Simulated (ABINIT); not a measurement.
# A GW chain in ABINIT: CsCaH3 (Pm-3m), part 3 of 3

Aim: the G0W0 gap of CsCaH3 (Pm-3m) on LDA, step by step.

ABINIT 10.8.3; LDA and many-body steps on it, plane waves. Known limits of the many-body steps: not at the basis limit; no spin-orbit coupling; coarse k mesh.

So far. Step 4 (Empty states on the mesh, 2×2×2 mesh, 55 bands): On this mesh the gap is 2.810 eV. Step 5 (Screening, 2×2×2 mesh, 51 bands, screening to 87.1 eV): Local fields lower ε∞ by 11 %. On a Γ-centred mesh this coarse the value itself is usually too large, while a short band sum pulls it down.

**6. Self-energy, 2×2×2 mesh, 51 bands, screening to 87.1 eV**

The self-energy is evaluated for the states that the input lists, and the levels follow from it, in one-shot runs by the linearised quasiparticle equation.

This step: G0W0 on LDA, plane waves, norm-conserving pseudopotentials.

The input, run.abi:

```
acell 3*1.0 Angstrom
rprim 
  4.621186000000 0.000000000000 0.000000000000
  0.000000000000 4.621186000000 0.000000000000
  0.000000000000 0.000000000000 4.621186000000
ntypat 3
znucl 55 20 1
natom 5
typat 1 2 3 3 3
xred 
  0.000000000000 0.000000000000 0.000000000000
  0.500000000000 0.500000000000 0.500000000000
  0.500000000000 0.000000000000 0.500000000000
  0.000000000000 0.500000000000 0.500000000000
  0.500000000000 0.500000000000 0.000000000000
pp_dirpath "pseudos"
pseudos "Cs.upf, Ca.upf, H.upf"
ecut 31
ngkpt 2 2 2
nshiftk 1
shiftk 0 0 0
kptopt 1
chksymbreak 0
istwfk *1
occopt 1
irdwfk 1
optdriver 4
nband 51
gwcalctyp 0
ecutsigx 31
symsigma 1
nkptgw 2
kptgw 
  0.5000000000 0.5000000000 0.0000000000
  0.0000000000 0.0000000000 0.0000000000
bdgw 
  10 14
  10 14
ecuteps 3.2
irdscr 1
ppmodel 1
indata_prefix "in"
outdata_prefix "out"
tmpdata_prefix "tmp"
```

Started as:

```console
$ OMP_NUM_THREADS=1 mpirun -n 4 abinit run.abi > log
```

Numbers of over 12 decimals in the logs are rounded to 6 here.

The log of the run:

```text
.Version 10.8.3 of ABINIT. v10.8.2 released Aug 2026.

 Symmetries : space group Pm -3 m (#221); Bravais cP (primitive cubic)
[... echo of the input left out ...]
== DATASET  1 ==================================================================
-   mpi_nproc: 4, omp_nthreads: 1 (-1 if OMP is not activated)

--- !DatasetInfo
iteration_state: {dtset: 1, }
dimensions: {natom: 5, nkpt: 4, mband: 51, nsppol: 1, nspinor: 1, nspden: 1, mpw: 5520, }
cutoff_energies: {ecut:  31.0, pawecutdg:  -1.0, }
electrons: {nelect:   2.20000000E+01, charge:   0.00000000E+00, occopt:   1.00000000E+00, tsmear:   1.00000000E-02, }

 SIGMA: Calculation of the GW corrections

 Based on a program developped by R.W. Godby, V. Olevano, G. Onida, and L. Reining.
 Incorporated in ABINIT by V. Olevano, G.-M. Rignanese, and M. Torrent.
.Using double precision arithmetic ; gwpc =  8

[... cell and pseudopotentials left out ...]
--------------------------------------------------------------------------------

 ==== K-mesh for the wavefunctions ====
 Number of points in the irreducible wedge :     4
[... list of points left out ...]
 Together with 48 symmetry operations and time-reversal symmetry
 yields     8 points in the full Brillouin Zone.

 ==== Q-mesh for screening function ====
 Number of points in the irreducible wedge :     4
[... list of points left out ...]
 Together with 48 symmetry operations and time-reversal symmetry
 yields     8 points in the full Brillouin Zone.

 vcoul_init : cutoff-mode = AUXILIARY_FUNCTION
 q-points for optical limit:   1
     1)      0.000010    0.000020    0.000030
 setmesh: FFT mesh size selected  =    45x   45x   45
          total number of points  =        91125

 Number of electrons calculated from density =   22.0000; Expected =   22.0000
 average of density, n =  0.033034
 r_s =    1.9334
 omega_plasma =   17.5323 [eV]

 === KS Band Gaps ===
  >>>> For spin  1
   Minimum direct gap =   2.8099 [eV], located at k-point      :   0.5000  0.5000  0.0000
   Fundamental gap    =   2.8099 [eV], Top of valence bands at :   0.5000  0.5000  0.0000
                                       Bottom of conduction at :   0.5000  0.5000  0.0000
 SIGMA fundamental parameters:
 PLASMON POLE MODEL  1
 number of plane-waves for SigmaX                 5449
 number of plane-waves for SigmaC and W            179
 number of plane-waves for wavefunctions          5449
 number of bands                                    51
 number of independent spin polarizations            1
 number of spinorial components                      1
 number of k-points in IBZ                           4
 number of q-points in IBZ                           4
 number of symmetry operations                      48
 number of k-points in BZ                            8
 number of q-points in BZ                            8
 number of frequencies for dSigma/dE                 9
 frequency step for dSigma/dE [eV]                0.25
 number of omega for Sigma on real axis              0
 max omega for Sigma on real axis  [eV]           0.00
 zcut for avoiding poles [eV]                     0.10

 EPSILON^-1 parameters (SCR file):
 dimension of the eps^-1 matrix on file            179
 dimension of the eps^-1 matrix used               179
 number of plane-waves for wavefunctions          5449
 number of bands                                    51
 number of q-points in IBZ                           4
 number of frequencies                               2
 number of real frequencies                          1
 number of imag frequencies                          1

 matrix elements of self-energy operator (all in [eV])

 Perturbative Calculation

--- !SelfEnergy_ee
iteration_state: {dtset: 1, }
kpoint     : [   0.500,    0.500,    0.000, ]
spin       : 1
KS_gap     :    2.810
QP_gap     :    5.047
Delta_QP_KS:    2.237
data: !SigmaeeData |
     Band     E0 <VxcDFT>   SigX SigC(E0)      Z dSigC/dE  Sig(E)    E-E0       E
       10   1.393 -10.765 -14.152   2.460   0.783  -0.278 -11.491  -0.725   0.668
       11   1.393 -10.765 -14.152   2.460   0.783  -0.278 -11.491  -0.725   0.668
       12   4.203  -8.802  -3.896  -3.069   0.823  -0.214  -7.290   1.512   5.715
       13   5.627 -10.663  -4.769  -3.392   0.813  -0.231  -8.630   2.033   7.660
       14   5.627 -10.663  -4.769  -3.392   0.813  -0.231  -8.630   2.033   7.660

--- !SelfEnergy_ee
iteration_state: {dtset: 1, }
kpoint     : [   0.000,    0.000,    0.000, ]
spin       : 1
KS_gap     :    6.031
QP_gap     :    9.117
Delta_QP_KS:    3.086
data: !SigmaeeData |
     Band     E0 <VxcDFT>   SigX SigC(E0)      Z dSigC/dE  Sig(E)    E-E0       E
       10   0.726 -10.488 -13.531   2.356   0.776  -0.288 -11.021  -0.533   0.193
       11   0.726 -10.488 -13.531   2.356   0.776  -0.288 -11.021  -0.533   0.193
       12   6.757 -12.781  -5.761  -3.789   0.790  -0.266 -10.228   2.553   9.310
       13   6.757 -12.781  -5.761  -3.789   0.790  -0.266 -10.228   2.553   9.310
       14   6.757 -12.781  -5.761  -3.789   0.790  -0.266 -10.228   2.553   9.310

== END DATASET(S) ==============================================================
================================================================================

 -outvars: echo values of variables after computation  --------
           etotal      0.0000000000E+00
            nband          51
             nkpt           4
          spgroup         221
 [... the other variables as echoed above ...]

 Calculation completed.
```

Elapsed: 4 s, on 4 MPI ranks of Arm Neoverse V2, shared host; peak memory 0.6 GiB.

Numbers from this step:

| Item | Value |
| --- | --- |
| G0W0 gap on the points computed | 5.047 eV |
| starting gap on the mesh | 2.810 eV |
| k of the valence top | 0.5, 0.5, 0 |
| k of the conduction bottom | 0.5, 0.5, 0 |
| Z at the valence top | 0.783 |
| Z at the conduction bottom | 0.823 |
| least direct G0W0 gap on the computed points | 5.047 eV |

The gap on the mesh goes from 2.81 eV to 5.05 eV, a correction of +2.24 eV.

Limits: finite bands, cutoff and mesh; no spin-orbit coupling; coarse k mesh. v1 is the top filled band, c1 the lowest empty one. The levels before and after the correction (eV, zero at the valence-band top of each column):

```
           conduction bottom  valence top
Kohn-Sham               2.81         0.00
     G0W0               5.05         0.00
```

```
                       level  energy (eV)
Kohn-Sham  (0.5 0.5 0) v2-v1        0.000
Kohn-Sham     (0.5 0.5 0) c1        2.810
Kohn-Sham  (0.5 0.5 0) c2-c3        4.233
     G0W0  (0.5 0.5 0) v2-v1        0.000
     G0W0     (0.5 0.5 0) c1        5.047
     G0W0  (0.5 0.5 0) c2-c3        6.992
```

**7. Where the time went**

Times are wall times on 4 MPI ranks of Arm Neoverse V2, shared host, good to a factor of about two.

```
                          step   time  share  memory (GiB)
                  ground state   12 s   19 %          0.33
bands along the symmetry lines   32 s   51 %          0.35
      empty states on the mesh   10 s   16 %           0.3
                     screening  4.9 s    8 %          0.63
                   self-energy    4 s    6 %           0.6
```

**8. What came out**

- LDA gap: 2.81 eV, direct
- G0W0 gap on the mesh: 5.05 eV
- GW settings: 2×2×2 mesh, 51 bands, screening to 87.1 eV, Godby-Needs plasmon pole
- known limits: not at the basis limit; no spin-orbit coupling; coarse k mesh

What this shows: G0W0 moves the gap on the mesh from 2.81 eV to 5.05 eV (+2.24 eV), with Z of 0.78 and 0.82 at the edges. Local fields lower the RPA ε∞ on this mesh from 4.89 to 4.33; a Γ-centred mesh this coarse tends to raise both, most where the direct gap is narrow, while a short band sum lowers them. Only 2 of the mesh's irreducible points were corrected, so a valley elsewhere could overtake. The dearest step here is «bands along the symmetry lines». Bands and cutoff are finite, so the gap is not at the basis limit. The miss can reach some tenths of an eV and take either sign; the mesh is an error of its own. In the G0W0 run levels were corrected at 2 k points alone, so a gap called «on the mesh» is the least over those, and an edge elsewhere would be missed. The 2×2×2 mesh is coarse for this cell, which bears on the long-range parts of exchange and screening. This is the ideal cubic cell; many perovskites, halides above all, are cubic only on average, and local tilts or off-centring can widen the gap. The many-body steps are scalar-relativistic: spin-orbit coupling is not in them.

[Paths, hosts, dates, memory and timing lines, banners, echoed tables and standing remarks are left out of the program output.]

[Logs are printed without paths, hosts, clocks, repeated set-up lines and the standing remarks that a program may print on its own settings, such as how far it seeks lower states.]

[Runs of the session that timed out or met a known fault of the program may be left out.]

[Hosts, paths, dates, database ids (printed as entryN), source tags and the programs' standing remarks are cut or masked in the printed files.]

[G0W0 gaps are taken among the corrected bands and points alone; a level outside them can change the order at an edge.]

[Where Ansatz stands beside ABINIT at settings called matched, ABINIT's density can come from a denser mesh and the files from another edition; pairs whose starting gaps differed by over 0.03 eV were left out, so agreement reads better than it is.]
